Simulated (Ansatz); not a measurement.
# SnO2 (Pnnm): band gap by G0W0 on HSE06, part 2 of 2

Wanted: the gap of SnO2 (Pnnm) with a many-body correction, and the time that it takes.

Ansatz 0.2.0; HSE06, then G0W0 on it, plane waves, PAW. Known limits of the many-body steps: finite bands, screening cutoff and k mesh; no spin-orbit coupling in G0W0.

So far. Step 2 (The starting point: HSE06): Over mesh and listed points the gap is 2.426 eV, direct, at k = Γ.

In doubt: masses and optical values from hybrid runs of this build are listed as unsure (step 3), which bears on the screening that GW takes from such a start.

## Step 3: One-shot GW

G0W0 replaces the xc potential by a self-energy built once from the orbitals of the start. Levels are corrected in the window of bands that the input names, at points of the mesh.

This step: G0W0 on HSE06, plane waves, PAW; PAW set soft_1.

input.yaml reads:

```yaml
crystal:
  lattice:
    - [4.788004, 0.0, 0.0]
    - [0.0, 4.866582, 0.0]
    - [0.0, 0.0, 3.240898]
  atoms:
    - { symbol: Sn, position: [0.5, 0.5, 0.5] }
    - { symbol: Sn, position: [0.0, 0.0, 0.0] }
    - { symbol: O, position: [0.291855, 0.321042, 0.0] }
    - { symbol: O, position: [0.791855, 0.178958, 0.5] }
    - { symbol: O, position: [0.208145, 0.821042, 0.5] }
    - { symbol: O, position: [0.708145, 0.678958, 0.0] }
kpoints:
  mp_grid: { grid: [4, 4, 6] }
hamiltonian:
  xc: hse06
  pseudopotentials: { kind: paw, azcp: { folder: soft_1 } }
scf:
  occupations: { method: fixed }
gw:
  n_empty_bands: 277
  ecut_chi: 138
  qp_bands: [v2, c2]
  qp_kpoints: band_edges
  screening: { model: contour_deformation }
```

On the command line:

```console
ansatz run input.yaml --threads 2 --pin off --max-ram 92160MiB --backend cuda --events-out ev --progress --plain --runs-dir out --devices 1 --max-vram 13GiB
```

Numbers of over 12 decimals in the logs are rounded to 6 here.

What it wrote:

```text
GPUs: using 1 of 1 available (devices: 1).
[...]
GPU FFT provider: cuFFT
GPU libraries: cuBLAS 13.8.2, cuFFT 12.4.0, cuSOLVER 12.3.4
Crystal: 6 atoms, lattice volume = 75.517 Å³
Basis set: ecut = 420 eV, 1479 PW (Γ)
Bands: 32, of which v1, the nominal top of the filled ones, is band 26 counted from 1 (25 counted from 0)
Symmetry: 8 space group operations
[...]
k-points: 36 of 96
[...]
GPU buffer pool allocated for 31104 grid points (all kernels)
[...]
SCF iter   1: F=—  HF=-14318.774913 eV  |F-HF|=—  |Δ(HF+E_count)|=         —  Δρ=7.51e-2  dr2=3.25e0  ethr=1.00e-1  ⟨swp⟩=4.1  Hψ=3543  notcnv=0
[...]
SCF iter   6: F=-14318.153046 eV  HF=-14318.153049 eV  |F-HF|=2.42e-6  |Δ(HF+E_count)|=   1.69e-4  Δρ=1.20e-4  dr2=4.92e-6  ethr=2.83e-7  ⟨swp⟩=4.1  Hψ=3806  notcnv=0  defer=1
SCF 1 stopped early in 6 iterations: F = -14318.153046 eV  dr2 = 4.92e-6
[...]
GPU FFT provider: cuFFT
GPU libraries: cuBLAS 13.8.2, cuFFT 12.4.0, cuSOLVER 12.3.4
[...]
GPU buffer pool allocated for 31104 grid points (all kernels)
[...]
Frozen-core exchange: fock
SCF iter   1: F=—  HF=-14325.569545 eV  |F-HF|=—  |Δ(HF+E_count)|=         —  Δρ=9.51e-3  dr2=5.34e-2  ethr=9.47e-8  ⟨swp⟩=9.3  Hψ=7160  notcnv=0
[...]
SCF iter   5: F=-14325.577205 eV  HF=-14325.577215 eV  |F-HF|=1.01e-5  |Δ(HF+E_count)|=   2.79e-4  Δρ=1.43e-4  dr2=1.48e-5  ethr=4.16e-9  ⟨swp⟩=6.0  Hψ=5062  notcnv=0  defer=12
SCF 2 stopped early in 5 iterations: F = -14325.577205 eV  dr2 = 1.48e-5
hybrid outer 1: dexx = +2.756e-2 eV, tail = 1.33e-4 eV
GPU FFT provider: cuFFT
GPU libraries: cuBLAS 13.8.2, cuFFT 12.4.0, cuSOLVER 12.3.4
GPU buffer pool allocated for 31104 grid points (all kernels)
[...]
Frozen-core exchange: fock
SCF iter   1: F=—  HF=-14325.576317 eV  |F-HF|=—  |Δ(HF+E_count)|=         —  Δρ=5.33e-5  dr2=1.49e-6  ethr=1.27e-6  ⟨swp⟩=3.4  Hψ=2726  notcnv=0
[...]
SCF iter   3: F=-14325.576322 eV  HF=-14325.576322 eV  |F-HF|=2.45e-9  |Δ(HF+E_count)|=   6.01e-8  Δρ=9.66e-6  dr2=3.06e-8  ethr=3.95e-11  ⟨swp⟩=4.0  Hψ=5947  notcnv=0
SCF 3 converged in 3 iterations: F = -14325.576322 eV  dr2 = 3.06e-8
[...]
NSCF: frozen V_eff on 36 k-points
Exchange-term sweep: 0 of 36 (spin, k) points
Exchange-term sweep: 2 of 36 (spin, k) points
Exchange-term sweep: 4 of 36 (spin, k) points
Exchange-term sweep: 6 of 36 (spin, k) points
Exchange-term sweep: 8 of 36 (spin, k) points
Exchange-term sweep: 9 of 36 (spin, k) points
Exchange-term sweep: 11 of 36 (spin, k) points
Exchange-term sweep: 13 of 36 (spin, k) points
Exchange-term sweep: 15 of 36 (spin, k) points
Exchange-term sweep: 17 of 36 (spin, k) points
Exchange-term sweep: 18 of 36 (spin, k) points
Exchange-term sweep: 20 of 36 (spin, k) points
Exchange-term sweep: 22 of 36 (spin, k) points
Exchange-term sweep: 24 of 36 (spin, k) points
Exchange-term sweep: 26 of 36 (spin, k) points
Exchange-term sweep: 27 of 36 (spin, k) points
Exchange-term sweep: 29 of 36 (spin, k) points
Exchange-term sweep: 31 of 36 (spin, k) points
Exchange-term sweep: 33 of 36 (spin, k) points
Exchange-term sweep: 35 of 36 (spin, k) points
Exchange-term sweep: 36 of 36 (spin, k) points
G₀W₀ screening: q 1/36
[... further progress lines ...]
[...]
Free energy (F): -14325.576321 eV
Frozen-core exchange: fock
[...]
Internal energy: -14325.576321 eV  (E = F + TS)
E sigma→0 (E₀):  -14325.576321 eV
Fermi energy:    7.372621 eV
[...]
--- Band table (eV; the first three rows and the last of 36) ---
  k-point 0: bands = [... 22 lower, 6.4432, 6.7916, 6.8082, 7.3726, 9.7975, 15.1092, 15.2864]
  k-point 1: bands = [... 22 lower, 5.5501, 6.7816, 6.8325, 7.1824, 11.3194, 15.6309, 16.3981]
  k-point 2: bands = [... 22 lower, 5.0679, 6.4606, 6.5931, 6.5998, 13.5289, 15.9155, 17.9035]
  k-point 35: bands = [... 22 lower, 6.5238, 6.5238, 6.6218, 6.6218, 13.7032, 13.7032, 17.9921]
  guard bands above this table: 3 of the run's 32 bands. The solve was not asked for them (output.publish_guard_bands: true or output.eigenvalues: true publishes all)
--- G₀W₀: contour deformation, 6 samples at zero and on the imaginary axis and 2 off it, 96 q-points, 277 empty bands' worth ---
  eigenvalues of the whole cell's RPA ε∞ on this k-mesh (on a slab, of 1 + 4πα/V) = 3.5180, 3.5468, 3.8425; static W/v taken at q = 0 is 0.275164
  bands read: the sum over 303 bands ends inside a degenerate multiplet in 23 slots, whose members it reads at an even weight; the widest, k=3: bands 303 to 304 (counted from 1) at 1/2 each
  gw.qp_kpoints: band_edges: 15 of 36 stored k-points solved, in 1 pass; an edge of the gap read off the rows below is read off those points alone
    valence top: of the k-points left out ik 6 came nearest to being solved in a further pass, in band 26 (counted from 1, as in the quasiparticle table): it holds the edge there only if its correction is more favourable than any solved in that band by at least 0.528 eV; those differ by 0.101 eV
    conduction bottom: of the k-points left out ik 28 came nearest to being solved in a further pass, in band 27 (counted from 1, as in the quasiparticle table): it holds the edge there only if its correction is more favourable than any solved in that band by at least 3.539 eV; those differ by 0.339 eV
    ik  band        ε_KS         Σx   Σc(E_QP)       V_xc       Z   E_QP_lin       E_QP  E_QP is
     0    25      6.8082   -26.3888     4.3903   -22.0216  0.7794     6.8314     6.8314  root
     0    26      7.3726   -26.9923     4.6851   -22.3309  0.7788     7.3964     7.3964  root
     0    27      9.7975   -13.7741    -3.2832   -17.6142  0.8465    10.3560    10.3544  root
     0    28     15.1092   -11.6232    -4.3522   -16.6231  0.8282    15.7610    15.7569  root
     1    25      6.8325   -26.5205     4.3772   -22.1579  0.7801     6.8472     6.8472  root
     1    26      7.1824   -26.7952     4.7373   -22.0590  0.7774     7.1834     7.1834  root
     1    27     11.3194   -14.8816    -3.2095   -18.7997  0.8338    12.0311    12.0281  root
     1    28     15.6309   -12.6646    -4.4736   -17.8988  0.8168    16.3978    16.3915  root
     3    25      6.2271   -26.2076     4.8015   -21.3285  0.7722     6.1494     6.1495  root
     3    26      6.2271   -26.2076     4.8015   -21.3285  0.7722     6.1494     6.1495  root
     3    27     15.0798   -14.2365    -4.3248   -19.4458  0.8142    15.9722    15.9642  root
     3    28     15.0798   -14.2365    -4.3248   -19.4458  0.8142    15.9722    15.9642  root
     4    25      6.8280   -26.4719     4.4035   -22.0866  0.7795     6.8462     6.8462  root
     4    26      7.0395   -26.5401     4.6801   -21.8446  0.7775     7.0242     7.0242  root
     4    27     11.1283   -14.7231    -3.1505   -18.5480  0.8356    11.8055    11.8028  root
     4    28     14.6179   -12.4938    -4.1420   -17.3284  0.8254    15.3150    15.3104  root
     5    25      6.7963   -26.5121     4.3940   -22.1246  0.7799     6.8028     6.8028  root
     5    26      7.0124   -26.6368     4.6443   -21.9830  0.7779     7.0029     7.0029  root
     5    27     12.1177   -14.7350    -3.4063   -18.8852  0.8303    12.8652    12.8615  root
     5    28     15.2189   -13.3724    -4.3213   -18.4839  0.8153    16.0158    16.0090  root
     8    25      6.8444   -26.5499     4.4636   -22.0868  0.7793     6.8450     6.8450  root
     8    26      6.8444   -26.5499     4.4636   -22.0868  0.7793     6.8450     6.8450  root
     8    27     13.2060   -14.2010    -3.6766   -18.6313  0.8255    13.9639    13.9597  root
     8    28     13.2060   -14.2010    -3.6766   -18.6313  0.8255    13.9639    13.9597  root
    11    25      6.9371   -26.9032     3.9236   -23.0020  0.7884     6.9595     6.9595  root
    11    26      6.9371   -26.9032     3.9236   -23.0020  0.7884     6.9595     6.9595  root
    11    27     15.2915   -14.2128    -4.3553   -19.4458  0.8136    16.1775    16.1692  root
    11    28     15.2915   -14.2128    -4.3553   -19.4458  0.8136    16.1775    16.1692  root
    12    25      6.8271   -26.4524     4.4450   -22.0219  0.7791     6.8417     6.8417  root
    12    26      7.2269   -26.8371     4.7006   -22.1466  0.7780     7.2370     7.2370  root
    12    27     11.0480   -14.6483    -3.1710   -18.4864  0.8365    11.7176    11.7150  root
    12    28     14.4925   -12.3273    -4.1253   -17.1302  0.8278    15.1744    15.1701  root
    13    25      6.7443   -26.4619     4.4563   -22.0050  0.7790     6.7436     6.7436  root
    13    26      7.1244   -26.7700     4.7100   -22.0603  0.7774     7.1249     7.1249  root
    13    27     12.0832   -14.7381    -3.4052   -18.8869  0.8305    12.8303    12.8268  root
    13    28     15.1266   -13.2649    -4.2964   -18.3417  0.8170    15.9134    15.9070  root
    16    25      6.7011   -26.4433     4.5566   -21.8790  0.7773     6.6935     6.6935  root
    16    26      6.9549   -26.5456     4.7142   -21.8102  0.7768     6.9337     6.9337  root
    16    27     11.9278   -14.7894    -3.3279   -18.8409  0.8315    12.6548    12.6514  root
    16    28     14.2842   -12.7178    -4.1092   -17.5239  0.8265    14.9856    14.9812  root
[...]
24    25      6.9405   -26.5767     4.5523   -22.0250  0.7786     6.9411     6.9411  root
    24    26      6.9405   -26.5767     4.5523   -22.0250  0.7786     6.9411     6.9411  root
    24    27     13.0402   -14.0695    -3.6785   -18.4876  0.8278    13.7838    13.7798  root
    24    28     13.0402   -14.0695    -3.6785   -18.4876  0.8278    13.7838    13.7798  root
    27    25      6.8505   -26.7968     3.8823   -22.9257  0.7888     6.8617     6.8617  root
    27    26      6.8505   -26.7968     3.8823   -22.9257  0.7888     6.8617     6.8617  root
    27    27     15.4028   -14.4105    -4.3774   -19.6838  0.8105    16.3078    16.2988  root
    27    28     15.4028   -14.4105    -4.3774   -19.6838  0.8105    16.3078    16.2988  root
    35    25      6.6218   -26.5435     4.8342   -21.6700  0.7736     6.5825     6.5825  root
    35    26      6.6218   -26.5435     4.8342   -21.6700  0.7736     6.5825     6.5825  root
    35    27     13.7032   -12.7587    -4.0389   -17.5222  0.8350    14.4319    14.4279  root
    35    28     13.7032   -12.7587    -4.0389   -17.5222  0.8350    14.4319    14.4279  root
```

It took 2 min on 1 × NVIDIA H100 80GB HBM3 (shared by 6 runs) with 2 threads of AMD EPYC 7R13 (Zen 3), shared host; peak memory 2.2 GiB; 2.6 min of CPU time.

This step gave:

```
bands summed                                    : 303
RPA ε∞ on this mesh (eigenvalues)               : 3.518, 3.547, 3.842
plane waves in the screening matrix             : 275
q-points in the mesh                            : 96
G0W0 gap over the corrected points              : 2.958 eV
k of the valence top                            : 0, 0, 0
k of the conduction bottom                      : 0, 0, 0
starting gap on the mesh                        : 2.425 eV
Z at the valence top                            : 0.7788
Z at the conduction bottom                      : 0.8465
least direct G0W0 gap over the corrected points : 2.958 eV
```

Over 15 of 36 irreducible mesh points the G0W0 gap is 2.958 eV, direct, at k = Γ. The HSE06 gap of this run on the mesh is 2.425 eV. The two states that bound the G0W0 gap lie that far apart at the start, so the correction of the gap is 2.958 − 2.425 = +0.533 eV. The start of this run differs from the step before in mesh (4×4×4 and 4×4×6).

Labels follow the order of the start: v1 is the top filled band, c1 the lowest empty one; levels that stay degenerate share a row, the window can cut a multiplet, doubted levels are not marked in this list, bands outside the window were not corrected, and the list may be a part of the corrected levels. The levels before and after the correction (eV, zero at the valence-band top of each column):

|  | conduction bottom | valence top |
| --- | --- | --- |
| HSE06 | 2.42 | 0.00 |
| G0W0 | 2.96 | 0.00 |

|  | level | occupation | energy (eV) |
| --- | --- | --- | --- |
| HSE06 | Γ v2 | 2 | -0.564 |
| HSE06 | Γ v1 | 2 | 0.000 |
| HSE06 | Γ c1 | 0 | 2.425 |
| HSE06 | Γ c2 | 0 | 7.737 |
| G0W0 | Γ v2 | 2 | -0.565 |
| G0W0 | Γ v1 | 2 | 0.000 |
| G0W0 | Γ c1 | 0 | 2.958 |
| G0W0 | Γ c2 | 0 | 8.361 |

The parts of the quasiparticle energy for the two states that bound the G0W0 gap, in eV on the run's own scale (QP = start + Σx + Σc − Vxc, with Σc at the quasiparticle energy):

| edge | k | band | start | Σx | Σc | Vxc | Z | QP |
| --- | --- | --- | --- | --- | --- | --- | --- | --- |
| valence top | Γ | 26 | 7.373 | −26.992 | 4.685 | −22.331 | 0.779 | 7.396 |
| conduction bottom | Γ | 27 | 9.797 | −13.774 | −3.283 | −17.614 | 0.847 | 10.354 |

For a hybrid start, Vxc holds its share of exact exchange.

## Step 4: Side by side

Each gap is the least one over the points named; times are wall times on shared hosts, not benchmarks. A G0W0 time includes the run's own self-consistent start. Runs with listed points see these and the mesh alone, so an edge that moves elsewhere is missed.

| level | mesh | files, cutoff | bands summed, screening | points | gap (eV) | valence top | conduction bottom | least direct gap (eV) | time |
| --- | --- | --- | --- | --- | --- | --- | --- | --- | --- |
| HSE06 | 4×4×4 | soft_1 PAW, 420 eV | - | mesh and listed points | 2.426 | Γ | Γ | 2.426 | 23 s |
| G0W0@HSE06 | 4×4×6 | soft_1 PAW, 420 eV | 303, 138 eV | 15 of 36 irreducible mesh points | 2.958 | Γ | Γ | 2.958 | 2 min |

## Step 5: Summary of results

```
HSE06 gap over mesh and listed points                : 2.426 eV, direct, at k = Γ
G0W0@HSE06 gap over 15 of 36 irreducible mesh points : 2.958 eV, direct, at k = Γ
GW settings                                          : 4×4×6 mesh, 277 empty bands, screening to 138 eV, PAW set soft_1 files
known limits                                         : finite bands, screening cutoff and k mesh; no spin-orbit coupling in G0W0
```

**Reading.** Over 15 of 36 irreducible mesh points the G0W0 gap is 2.958 eV, direct, at k = Γ. The HSE06 gap of this run on the mesh is 2.425 eV. The two states that bound the G0W0 gap lie that far apart at the start, so the correction of the gap is 2.958 − 2.425 = +0.533 eV. The valence state moves by 7.396 − 7.373 = +0.023 eV and the conduction state by 10.354 − 9.797 = +0.557 eV, on the run's own scale; how far single levels stand from their limit in bands is not shown. Both edges that HSE06 shows over mesh and listed points lie at k points where levels were corrected. Levels at other points were not corrected, so a lower G0W0 gap elsewhere in the zone is not ruled out. No second run with other bands and screening cutoff is shown, so the distance to the basis limit is not known. On another start, G0W0@LDA runs of this series (4×4×6 mesh, soft_1 PAW; not shown as steps) give 1.873 eV with 124 bands and 69 eV, 1.930 eV with 303 bands and 138 eV and 1.950 eV with 624 bands and 230 eV. G0W0 on other starts in this series, not shown as steps and not all at these settings: 1.930 eV on LDA (4×4×6, soft_1 PAW, 303 bands, 138 eV) and 3.172 eV on PBE0 (4×4×6, soft_1 PAW, 303 bands, 138 eV). Two runs of this series at another level, not shown as steps, test spin-orbit coupling. LDA+SOC against LDA: 0.681 − 0.675 = +0.006 eV, with the same mesh, set of files (read in its fully relativistic form for the spin-orbit run) and cutoff, and both edges at the same k points. The spin-orbit run sees mesh and listed points alone, so its gap is an upper bound: the coupling can move an edge off these points, and the change over the zone, its sign included where it is small, is not known. What spin-orbit coupling does to the G0W0 levels was not computed, so no sum with the G0W0 gap is formed. The G0W0 runs are scalar-relativistic. No pair of G0W0 runs that differ in the mesh alone is shown (4×4×6 is a supercell whose nearest images lie 19 Å apart), so the error from the mesh is not known here. G0W0 is shown with one set of atomic data (soft_1 PAW), so the error from the files is not known here.

[Paths, hosts, dates, memory and timing lines, banners, echoed tables and standing remarks are left out of the program output.]

[Logs are printed without paths, hosts, clocks, repeated set-up lines and the standing remarks that a program may print on its own settings, such as how far it seeks lower states.]

[Runs of the session that timed out or met a known fault of the program may be left out.]

[Cells called generated may have been cut or substituted from an entry of the Crystallography Open Database or the Materials Project.]

[Hosts, paths, dates, database ids (printed as entryN), source tags and the programs' standing remarks are cut or masked in the printed files.]

[Where an RPA ε∞ is given, it is that of the G0W0 mesh and is not shown converged in it. Names of k-points follow the symmetry that the program found, which can be lower than the space group named. Band edges on a path are those of the sampled points; other points can move an edge, and change direct to indirect where valleys lie close.]

[Hybrid gaps are those of their k-mesh and are not shown converged in it.]
